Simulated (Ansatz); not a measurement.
**Decaying states in the gap of AlZnInO4**

A new crystal, AlZnInO4: structure, gap and complex bands. It is built by putting Al for Ga in the ZnInGaO4 structure of space group R3m, with the volume rescaled by atomic radii. The parent structure comes from the Materials Project.

Method: PBE DFT, plane waves, PAW files, in the first sound run; inputs show where later runs differ, in Ansatz 0.2.0.

The structure was built from a prototype and need not be the compound's stable phase.

## (1) Set-up

The structure is trigonal, space group R3m (No. 160). The conventional cell has a = 3.357 Å, b = 3.357 Å, c = 26.114 Å, α = 90.00°, β = 90.00°, γ = 120.00°. Nearest to Zn lie 4 O at 2.00 to 2.02 Å. Nearest to In lie 6 O at 2.21 to 2.23 Å. Nearest to Al lie 5 O at 1.94 to 2.00 Å. Nearest to O lie 1 Zn at 2.00 Å and 3 In at 2.21 Å. O has 1 Al at 1.98 Å and 3 In at 2.23 Å nearest. O has 3 Al at 1.94 Å nearest. It derives from ZnInGaO4. Al for Ga in the ZnInGaO4 structure of space group R3m. Farther neighbours and most contacts between anions are not listed.

Coordinates:

```cif
data_structure
_symmetry_space_group_name_H-M 'P 1'
_symmetry_Int_Tables_number 1
_cell_length_a 8.9178
_cell_length_b 8.9178
_cell_length_c 8.9178
_cell_angle_alpha 21.699
_cell_angle_beta 21.699
_cell_angle_gamma 21.699
_cell_volume 84.97
loop_
_atom_site_label
_atom_site_type_symbol
_atom_site_fract_x
_atom_site_fract_y
_atom_site_fract_z
_atom_site_occupancy
Zn1 Zn 0.21838 0.21838 0.21838 1
In2 In 0.00277 0.00277 0.00277 1
Al3 Al 0.78703 0.78703 0.78703 1
O4 O 0.29514 0.29514 0.29514 1
O5 O 0.71136 0.71136 0.71136 1
O6 O 0.12172 0.12172 0.12172 1
O7 O 0.86360 0.86360 0.86360 1
```

## (2) Relaxing the new crystal

The substituted atoms don't fit the parent's cell, so cell and atoms relax together. A small smearing keeps the run stable in case the gap closes on the way.

Contents of input.yaml:

```yaml
crystal:
  lattice:
    - [1.6786242358, 0.9691541544, 8.7045763919]
    - [-1.6786242358, 0.9691541544, 8.7045763919]
    - [0.0, -1.9383083088, 8.7045763919]
  atoms:
    - { symbol: Zn, position: [0.218382, 0.218382, 0.218382] }
    - { symbol: In, position: [0.002768, 0.002768, 0.002768] }
    - { symbol: Al, position: [0.787034, 0.787034, 0.787034] }
    - { symbol: O, position: [0.295143, 0.295143, 0.295143] }
    - { symbol: O, position: [0.711358, 0.711358, 0.711358] }
    - { symbol: O, position: [0.121717, 0.121717, 0.121717] }
    - { symbol: O, position: [0.863599, 0.863599, 0.863599] }
kpoints:
  mp_grid: { grid: [8, 8, 8] }
scf:
  occupations: { method: gaussian, width: 0.03 }
hamiltonian:
  xc: pbe
output:
  forces: true
  stress: true
relax:
  f_tol: 0.02
  max_steps: 60
  cell: {}
```

Command:

```
> ansatz run input.yaml --threads 2 --pin off --max-ram 4096MiB --backend cpu --events-out ev --progress --plain --runs-dir out
```

Numbers of over 12 decimals in the logs are rounded to 6 here.

Output:

```text
basis.fft_grid_basis auto: the FFT boxes are laid along the combinations [[1, 0, -1], [0, 1, -1], [0, 0, 1]] of the cell's own vectors, 3.357, 3.357 and 8.918 Å long. The dense box has 24×24×60 points. Along the cell's own vectors, as sized, it would have 60×60×60, 6.25 times as many. Of the 6 symmetry operations that the crystal satisfies within crystal.symmetry.tolerance (time reversal apart; of a slab, those that  [...]
Engine: ansatz 0.2.0, aarch64-unknown-linux-gnu
Pseudopotentials: kind: paw
Pseudopotential: Zn, paw, valence charge 12, recommended cutoff 420 eV (normal), Zn.paw.azcp
Pseudopotential: In, paw, valence charge 13, recommended cutoff 420 eV (normal), In.paw.azcp
Pseudopotential: Al, paw, valence charge 3, recommended cutoff 420 eV (normal), Al.paw.azcp
Pseudopotential: O, paw, valence charge 6, recommended cutoff 420 eV (normal), O.paw.azcp
Functional definition: PBE
  parameter kappa = 0.804
  parameter beta = 0.066725
  exchange = pbe_x(kappa = kappa, mu = beta*pi^2/3)
  correlation = pbe_c(beta = beta)
Crystal: 7 atoms, lattice volume = 84.966 Å³
Basis set: ecut = 420 eV, 1667 PW (Γ), FFT grids on a1−a3, a2−a3, a3, exchange–correlation on 48×48×120 points (8 copies of the dense FFT grid, shifted against one another)
Bands: 33, of which v1, the nominal top of the filled ones, is band 26 counted from 1 (25 counted from 0)
Symmetry: 6 space group operations
Space group: R3m (ITA 160), of the structure as read, at distance tolerance 4.4e-5 Å
k-points: 65 of 512 (time reversal used)
Non-local potential: Zn, projectors of the file, l = 0: 2, l = 1: 2, l = 2: 3, l = 3: 1
Non-local potential: In, projectors of the file, l = 0: 2, l = 1: 2, l = 2: 2, l = 3: 2
Non-local potential: Al, projectors of the file, l = 0: 2, l = 1: 2, l = 2: 1
Non-local potential: O, projectors of the file, l = 0: 2, l = 1: 2, l = 2: 1
PAW form: soft (Blöchl's): semilocal exchange-correlation on the pseudo side does not see the compensation charge
PAW one-centre angular grid: Zn, 590 points (default); XC on 64 Gauss nodes
PAW one-centre angular grid: In, 590 points (default); XC on 64 Gauss nodes
PAW one-centre angular grid: Al, 110 points (default); XC on 64 Gauss nodes
PAW one-centre angular grid: O, 110 points (default); XC on 64 Gauss nodes
Initial density: superposition of atomic densities (neutral atoms: chi_scale 0, normalization atom), corrected by the library's trained network
Initial wavefunctions: pseudopotential atomic-orbital guess
Functional: x = pbe(κ = 0.804, μ = 0.219515), c = pbe(β = 0.066725)
SCF iter   1: F=—  HF=-11728.122415 eV  |F-HF|=—  |Δ(HF+E_count)|=         —  Δρ=2.14e-3  dr2=1.11e-2  ethr=1.77e-3  ⟨swp⟩=6.3  Hψ=9336  notcnv=0  defer=2
preconditioner: auto → Resta (q_TF=auto, 2.514 Å⁻¹)  ε∞=5.0  [insulator: Δε(μ)=1.526 eV  Ē_g=14.556 eV  σ=0.030 eV  W_gap=1.00  n_scr=30 (ndim 8)  ℏωp=29.0 eV  f_vac=0.025  D(μ)=0.00/eV (n_scr^D=0)  ε∞_Penn≈5.0]
SCF iter   2: F=—  HF=-11728.121769 eV  |F-HF|=—  |Δ(HF+E_count)|=   6.46e-4  Δρ=1.09e-3  dr2=3.27e-3  ethr=2.13e-5  ⟨swp⟩=2.2  Hψ=3962  notcnv=0  defer=127
SCF iter   3: F=—  HF=-11728.121236 eV  |F-HF|=—  |Δ(HF+E_count)|=   5.33e-4  Δρ=6.80e-4  dr2=8.78e-4  ethr=6.29e-6  ⟨swp⟩=2.1  Hψ=3317  notcnv=0  defer=127
SCF iter   4: F=—  HF=-11728.121012 eV  |F-HF|=—  |Δ(HF+E_count)|=   2.23e-4  Δρ=2.15e-4  dr2=3.80e-5  ethr=1.69e-6  ⟨swp⟩=2.1  Hψ=2831  notcnv=0  defer=127
SCF iter   5: F=—  HF=-11728.121025 eV  |F-HF|=—  |Δ(HF+E_count)|=   1.26e-5  Δρ=1.45e-4  dr2=1.32e-5  ethr=7.30e-8  ⟨swp⟩=2.0  Hψ=3109  notcnv=0  defer=133
SCF iter   6: F=—  HF=-11728.121020 eV  |F-HF|=—  |Δ(HF+E_count)|=   5.24e-6  Δρ=4.06e-5  dr2=1.33e-6  ethr=2.54e-8  ⟨swp⟩=2.0  Hψ=3101  notcnv=0  defer=134
SCF iter   7: F=—  HF=-11728.121020 eV  |F-HF|=—  |Δ(HF+E_count)|=   2.26e-7  Δρ=1.47e-5  dr2=1.70e-7  ethr=2.56e-9  ⟨swp⟩=2.0  Hψ=3094  notcnv=0  defer=134
SCF iter   8: F=—  HF=-11728.121020 eV  |F-HF|=—  |Δ(HF+E_count)|=   1.91e-7  Δρ=1.31e-5  dr2=1.26e-7  ethr=1.92e-10  ⟨swp⟩=4.4  Hψ=7029  notcnv=0
SCF iter   9: F=-11728.121020 eV  HF=-11728.121020 eV  |F-HF|=3.71e-9  |Δ(HF+E_count)|=   6.36e-9  Δρ=2.43e-6  dr2=4.39e-9  ethr=1.92e-10  ⟨swp⟩=4.0  Hψ=6804  notcnv=0
SCF 1 converged in 9 iterations: F = -11728.121020 eV  dr2 = 4.39e-9
  greatest PAW one-centre occupation: 0.990 electrons in one spin orbital (limit 2), on the In atom at site 1 (counted from 0), in its partial waves of l = 2
relax step   1: F+E_penalty+E_count = -11728.12102010 eV  Δ(F+E_penalty+E_count) = +0.000e0 eV  max|allowed force component| = 9.985e-1 eV/Å  Δτ_max = 0.0000 Å  P = -6.854 GPa  Ω = 84.966 Å³  (9 SCF iters, dr2 threshold 1.00e-7 eV, accepted)
Crystal: 7 atoms, lattice volume = 82.753 Å³
Basis set: ecut = 420 eV, 1643 PW (Γ), FFT grids on a1−a3, a2−a3, a3, exchange–correlation on 48×48×120 points (8 copies of the dense FFT grid, shifted against one another)
Initial density: handed on by an earlier stage of this run
Initial wavefunctions: those handed on with the density
iter 1 solved again at ethr=3.22e-5 eV; its pass at ethr=3.10e-3 eV (dr2=1.67e-2 eV) is discarded
SCF iter   1: F=—  HF=-11728.265264 eV  |F-HF|=—  |Δ(HF+E_count)|=         —  Δρ=5.21e-3  dr2=1.66e-2  ethr=3.22e-5  ⟨swp⟩=2.3  Hψ=10837  notcnv=0
preconditioner: auto → Resta (q_TF=auto, 2.525 Å⁻¹)  ε∞=4.9  [insulator: Δε(μ)=1.633 eV  Ē_g=14.839 eV  σ=0.030 eV  W_gap=1.00  n_scr=30 (ndim 8)  ℏωp=29.4 eV  f_vac=0.019  D(μ)=0.00/eV (n_scr^D=0)  ε∞_Penn≈4.9]
SCF iter   2: F=—  HF=-11728.261374 eV  |F-HF|=—  |Δ(HF+E_count)|=   3.89e-3  Δρ=1.99e-3  dr2=2.04e-3  ethr=3.19e-5  ⟨swp⟩=2.6  Hψ=4176  notcnv=0
SCF iter   3: F=—  HF=-11728.261263 eV  |F-HF|=—  |Δ(HF+E_count)|=   1.11e-4  Δρ=8.83e-4  dr2=5.54e-4  ethr=3.91e-6  ⟨swp⟩=2.9  Hψ=3584  notcnv=0
SCF iter   4: F=—  HF=-11728.261423 eV  |F-HF|=—  |Δ(HF+E_count)|=   1.59e-4  Δρ=3.15e-4  dr2=8.34e-5  ethr=1.07e-6  ⟨swp⟩=2.5  Hψ=3691  notcnv=0
SCF iter   5: F=—  HF=-11728.261439 eV  |F-HF|=—  |Δ(HF+E_count)|=   1.66e-5  Δρ=1.65e-4  dr2=2.01e-5  ethr=1.60e-7  ⟨swp⟩=2.0  Hψ=3250  notcnv=0
SCF iter   6: F=—  HF=-11728.261440 eV  |F-HF|=—  |Δ(HF+E_count)|=   4.57e-7  Δρ=5.22e-5  dr2=2.30e-6  ethr=3.86e-8  ⟨swp⟩=2.0  Hψ=3250  notcnv=0
SCF iter   7: F=—  HF=-11728.261442 eV  |F-HF|=—  |Δ(HF+E_count)|=   1.96e-6  Δρ=3.38e-5  dr2=7.42e-7  ethr=1.35e-9  ⟨swp⟩=4.2  Hψ=7362  notcnv=0
SCF iter   8: F=-11728.261442 eV  HF=-11728.261442 eV  |F-HF|=3.17e-8  |Δ(HF+E_count)|=   6.45e-8  Δρ=9.27e-6  dr2=7.68e-8  ethr=1.35e-9  ⟨swp⟩=4.0  Hψ=6866  notcnv=0
SCF 2 converged in 8 iterations: F = -11728.261442 eV  dr2 = 7.68e-8
[...]
SCF iter   2: F=—  HF=-11728.300704 eV  |F-HF|=—  |Δ(HF+E_count)|=   4.48e-3  Δρ=1.98e-3  dr2=2.19e-3  ethr=3.30e-5  ⟨swp⟩=2.0  Hψ=3994  notcnv=0
SCF iter   3: F=—  HF=-11728.300362 eV  |F-HF|=—  |Δ(HF+E_count)|=   3.42e-4  Δρ=8.03e-4  dr2=4.78e-4  ethr=4.21e-6  ⟨swp⟩=2.9  Hψ=3528  notcnv=0
SCF iter   4: F=—  HF=-11728.300594 eV  |F-HF|=—  |Δ(HF+E_count)|=   2.32e-4  Δρ=2.97e-4  dr2=8.81e-5  ethr=9.20e-7  ⟨swp⟩=2.4  Hψ=3561  notcnv=0
SCF iter   5: F=—  HF=-11728.300606 eV  |F-HF|=—  |Δ(HF+E_count)|=   1.23e-5  Δρ=1.82e-4  dr2=2.23e-5  ethr=1.69e-7  ⟨swp⟩=2.0  Hψ=3203  notcnv=0
SCF iter   6: F=—  HF=-11728.300606 eV  |F-HF|=—  |Δ(HF+E_count)|=   4.71e-7  Δρ=4.79e-5  dr2=2.00e-6  ethr=4.29e-8  ⟨swp⟩=2.0  Hψ=3326  notcnv=0
SCF iter   7: F=-11728.300607 eV  HF=-11728.300607 eV  |F-HF|=5.40e-7  |Δ(HF+E_count)|=   1.81e-6  Δρ=3.43e-5  dr2=6.82e-7  ethr=1.35e-9  ⟨swp⟩=4.5  Hψ=7433  notcnv=0
SCF 3 converged in 7 iterations: F = -11728.300607 eV  dr2 = 6.82e-7
  greatest PAW one-centre occupation: 0.991 electrons in one spin orbital (limit 2), on the In atom at site 1 (counted from 0), in its partial waves of l = 2
relax step   3: F+E_penalty+E_count = -11728.30060681 eV  Δ(F+E_penalty+E_count) = -3.916e-2 eV  max|allowed force component| = 9.412e-2 eV/Å  Δτ_max = 0.0413 Å  P = +0.695 GPa  Ω = 80.923 Å³  energy of the carried Pulay correction = +1.746e-2 eV  (7 SCF iters, dr2 threshold 7.00e-7 eV, accepted)
[...]
relax step   4: F+E_penalty+E_count = -11728.30057811 eV  Δ(F+E_penalty+E_count) = +2.870e-5 eV  max|allowed force component| = 5.636e-2 eV/Å  Δτ_max = 0.0040 Å  P = +0.026 GPa  Ω = 81.224 Å³  energy of the carried Pulay correction = +1.613e-2 eV  (5 SCF iters, dr2 threshold 7.00e-7 eV, accepted)
[...]
relax step   5: F+E_penalty+E_count = -11728.30070338 eV  Δ(F+E_penalty+E_count) = -1.253e-4 eV  max|allowed force component| = 3.336e-2 eV/Å  Δτ_max = 0.0016 Å  P = -0.032 GPa  Ω = 81.254 Å³  energy of the carried Pulay correction = +1.600e-2 eV  (5 SCF iters, dr2 threshold 1.99e-7 eV, accepted)
[...]
relax step   6: F+E_penalty+E_count = -11728.30046797 eV  Δ(F+E_penalty+E_count) = +2.354e-4 eV  max|allowed force component| = 3.009e-2 eV/Å  Δτ_max = 0.0060 Å  P = -0.137 GPa  Ω = 81.303 Å³  energy of the carried Pulay correction = +1.578e-2 eV  (6 SCF iters, dr2 threshold 6.96e-8 eV, rejected (line search))
[...]
relax step   7: F+E_penalty+E_count = -11728.30092116 eV  Δ(F+E_penalty+E_count) = -2.178e-4 eV  max|allowed force component| = 5.257e-3 eV/Å  Δτ_max = 0.0029 Å  P = +0.003 GPa  Ω = 81.232 Å³  energy of the carried Pulay correction = +1.609e-2 eV  (10 SCF iters, accepted)
[...]
relax step   8: F+E_penalty+E_count = -11728.28782402 eV  Δ(F+E_penalty+E_count) = +1.310e-2 eV  max|allowed force component| = 5.094e-3 eV/Å  Δτ_max = 0.0000 Å  P = -0.245 GPa  Ω = 81.232 Å³  stress off target by 2.77e-1 GPa  SCF on the basis re-selected at this cell (its energy is not comparable with the rows above)  (8 SCF iters)
[...]
relax step   9: F+E_penalty+E_count = -11728.28850069 eV  Δ(F+E_penalty+E_count) = -6.767e-4 eV  max|allowed force component| = 9.133e-3 eV/Å  Δτ_max = 0.0011 Å  P = +0.015 GPa  Ω = 81.104 Å³  energy of the carried Pulay correction = +5.777e-4 eV  (5 SCF iters, dr2 threshold 1.92e-7 eV, accepted)
iter 1 solved again at ethr=5.40e-8 eV; its pass at ethr=3.10e-3 eV (dr2=2.81e-5 eV) is discarded
SCF iter   1: F=—  HF=-11728.287857 eV  |F-HF|=—  |Δ(HF+E_count)|=         —  Δρ=2.17e-5  dr2=1.76e-7  ethr=5.40e-8  ⟨swp⟩=3.0  Hψ=15546  notcnv=0
preconditioner: auto → Resta (q_TF=auto, 2.533 Å⁻¹)  ε∞=4.9  [insulator: Δε(μ)=1.761 eV  Ē_g=14.990 eV  σ=0.030 eV  W_gap=1.00  n_scr=30 (ndim 8)  ℏωp=29.7 eV  f_vac=0.019  D(μ)=0.00/eV (n_scr^D=0)  ε∞_Penn≈4.9]
SCF iter   2: F=—  HF=-11728.288015 eV  |F-HF|=—  |Δ(HF+E_count)|=   1.59e-4  Δρ=1.26e-5  dr2=8.47e-8  ethr=3.38e-10  ⟨swp⟩=3.0  Hψ=4272  notcnv=0
SCF iter   3: F=—  HF=-11728.288015 eV  |F-HF|=—  |Δ(HF+E_count)|=   6.96e-9  Δρ=6.56e-6  dr2=2.52e-8  ethr=1.63e-10  ⟨swp⟩=2.4  Hψ=3488  notcnv=0
SCF iter   4: F=—  HF=-11728.288015 eV  |F-HF|=—  |Δ(HF+E_count)|=   1.65e-8  Δρ=2.64e-6  dr2=4.40e-9  ethr=4.84e-11  ⟨swp⟩=2.0  Hψ=3159  notcnv=0
SCF iter   5: F=—  HF=-11728.288015 eV  |F-HF|=—  |Δ(HF+E_count)|=   1.06e-9  Δρ=1.36e-6  dr2=1.07e-9  ethr=8.46e-12  ⟨swp⟩=2.0  Hψ=3432  notcnv=0
SCF iter   6: F=—  HF=-11728.288015 eV  |F-HF|=—  |Δ(HF+E_count)|=  3.60e-10  Δρ=7.38e-7  dr2=3.29e-10  ethr=2.05e-12  ⟨swp⟩=2.2  Hψ=3409  notcnv=0
SCF iter   7: F=-11728.288015 eV  HF=-11728.288015 eV  |F-HF|=3.82e-11  |Δ(HF+E_count)|=  1.27e-10  Δρ=3.13e-7  dr2=5.97e-11  ethr=1.00e-12  ⟨swp⟩=3.0  Hψ=8768  notcnv=0
SCF 10 converged in 7 iterations: F = -11728.288015 eV  dr2 = 5.97e-11
relax step  10: F+E_penalty+E_count = -11728.28801512 eV  Δ(F+E_penalty+E_count) = +4.856e-4 eV  max|allowed force component| = 9.026e-3 eV/Å  Δτ_max = 0.0000 Å  P = +0.009 GPa  Ω = 81.104 Å³  stress off target by 2.92e-2 GPa  SCF on the basis re-selected at this cell (its energy is not comparable with the rows above)  (7 SCF iters)
basis re-selected at this cell: Δ(F+E_penalty+E_count) = +4.856e-4 eV, ΔP = -0.006 GPa vs the last step (what re-selecting the basis moved, of the pressure what is left beyond the Pulay correction that the steps carried, after the strain that the cell walked since its last selection, with what the two solves' SCF thresholds leave and, on support functions, any second-order correction that the steps lacked; it is no m [...]
SCF converged after 7 iterations
Free energy (F): -11728.288015 eV
Harris-Foulkes:  -11728.288015 eV  (|F-HF|=3.82e-11)
Internal energy: -11728.288015 eV  (E = F + TS)
E sigma→0 (E₀):  -11728.288015 eV
Fermi energy:    8.520180 eV
--- Per-component energies (eV) ---
  E_band       = 31.771292
  E_kinetic    = 1105.360567
  E_local      = -4370.142204  (includes V_loc(G=0)·N_el)
  E_nonlocal   = 1192.628832
  E_hartree    = 1762.464372
  E_xc         = -686.294042
  E_vxc        = -556.131188  (∫ρ·V_xc dr)
  E_paw        = -7094.062177  (= ΣΔE_a)
  E_vpaw       = -864.883081  (= ΣTr[D̂ρ^β])
  E_aug_tail   = 0.009538  (compensation charges beyond the density's cutoff)
  E_ewald      = -3638.252901
  E_smearing   = -0.000000  (= −TS)
  E_closure    = -0.000000  (closes the sum)
  Σ components = -11728.288015   (vs F -11728.288015, Δ=0.00e0)
--- Forces (eV/Å), atoms counted from 1 ---
  atom   1  Zn     0.00000000     0.00000000    -0.00750397
  atom   2  In     0.00000000    -0.00000000     0.00901487
  atom   3  Al     0.00000000    -0.00000000     0.00603472
  atom   4  O      0.00000000     0.00000000     0.00247340
  atom   5  O      0.00000000    -0.00000000    -0.00554960
  atom   6  O      0.00000000     0.00000000    -0.00326046
  atom   7  O      0.00000000     0.00000000    -0.00128626
  max |Σ_I F_I| component: 7.73e-5 eV/Å
--- Stress (GPa, compression-positive) ---
       -0.000799       0.000000      -0.000000
        0.000000      -0.000799       0.000000
       -0.000000       0.000000       0.029223
  P = ⅓ Tr σ = 0.0092 GPa (0.092 kbar)
--- Relaxed structure (8 steps of the walk, 7 accepted, 2 SCFs on fresh bases) ---
  F+E_penalty+E_count = -11728.28801512 eV   max|allowed force component| = 9.026e-3 eV/Å   (the final SCF, on the basis selected at the relaxed cell)
  cell:  # Å, volume = 81.1037 Å³
    - [1.646174, 0.950419, 8.639699]
    - [-1.646174, 0.950419, 8.639699]
    - [0, -1.900838, 8.639699]
  atoms:
    - { symbol: Zn, position: [0.218337, 0.218337, 0.218337] }
    - { symbol: In, position: [0.00448507, 0.00448507, 0.00448507] }
    - { symbol: Al, position: [0.787121, 0.787121, 0.787121] }
    - { symbol: O, position: [0.295137, 0.295137, 0.295137] }
    - { symbol: O, position: [0.714032, 0.714032, 0.714032] }
    - { symbol: O, position: [0.120435, 0.120435, 0.120435] }
    - { symbol: O, position: [0.860454, 0.860454, 0.860454] }
```

It took 72 s on 2 threads of Arm Neoverse V2, shared host; peak memory 0.45 GiB.

Relaxation path:

| step | energy less that of the first step (eV) | largest force component (eV/Å) | pressure (GPa) | volume (Å³) |
| --- | --- | --- | --- | --- |
| 1 | 0.0000 | 0.9985 | -6.85 | 84.97 |
| 2 | -0.1404 | 0.5520 | -3.07 | 82.75 |
| 3 | -0.1796 | 0.0941 | 0.69 | 80.92 |
| 4 | -0.1796 | 0.0564 | 0.03 | 81.22 |
| 5 | -0.1797 | 0.0334 | -0.03 | 81.25 |
| 6 | -0.1794 | 0.0301 | -0.14 | 81.30 |
| 7 | -0.1799 | 0.0053 | 0.00 | 81.23 |
| 8* | -0.1668 | 0.0051 | -0.25 | 81.23 |
| 9 | -0.1675 | 0.0091 | 0.02 | 81.10 |
| 10* | -0.1670 | 0.0090 | 0.01 | 81.10 |

Relaxation steps marked * repeat the geometry before them on a plane-wave basis chosen anew for their cell, so energy and pressure can jump there. Relaxation step 6 was tried and not accepted.

Forces are held to the 6 operations that the run works with; a distortion that breaks them can't arise in this run.

| conventional cell, symmetrised | before | after | change |
| --- | --- | --- | --- |
| a (Å) | 3.357 | 3.292 | -1.9 % |
| b (Å) | 3.357 | 3.292 | -1.9 % |
| c (Å) | 26.114 | 25.919 | -0.7 % |
| volume (Å³/atom) | 12.14 | 11.59 | -4.5 % |

The atoms that moved most (Å, as changes of fractional coordinates times the final cell):

| atom | dx | dy | dz | length |
| --- | --- | --- | --- | --- |
| O7 | 0.000 | 0.000 | -0.082 | 0.082 |
| O5 | 0.000 | 0.000 | 0.069 | 0.069 |
| In2 | 0.000 | 0.000 | 0.045 | 0.045 |
| O6 | 0.000 | 0.000 | -0.033 | 0.033 |

Numbers from this step:

- free energy: -11728.2880 eV
- Fermi energy: 8.520 eV
- pressure: 0.009208 GPa

The largest force component on a free atom ends at 0.0090 eV/Å.

(Part 1 of 3 ends here.)

[Logs are printed without paths, hosts, clocks, repeated set-up lines and the standing remarks that a program may print on its own settings, such as how far it seeks lower states.]

[Hosts, paths, dates, database ids (printed as entryN), source tags and the programs' standing remarks are cut or masked in the printed files.]

[New means built here by substitution; the compound itself may be known and measured.]
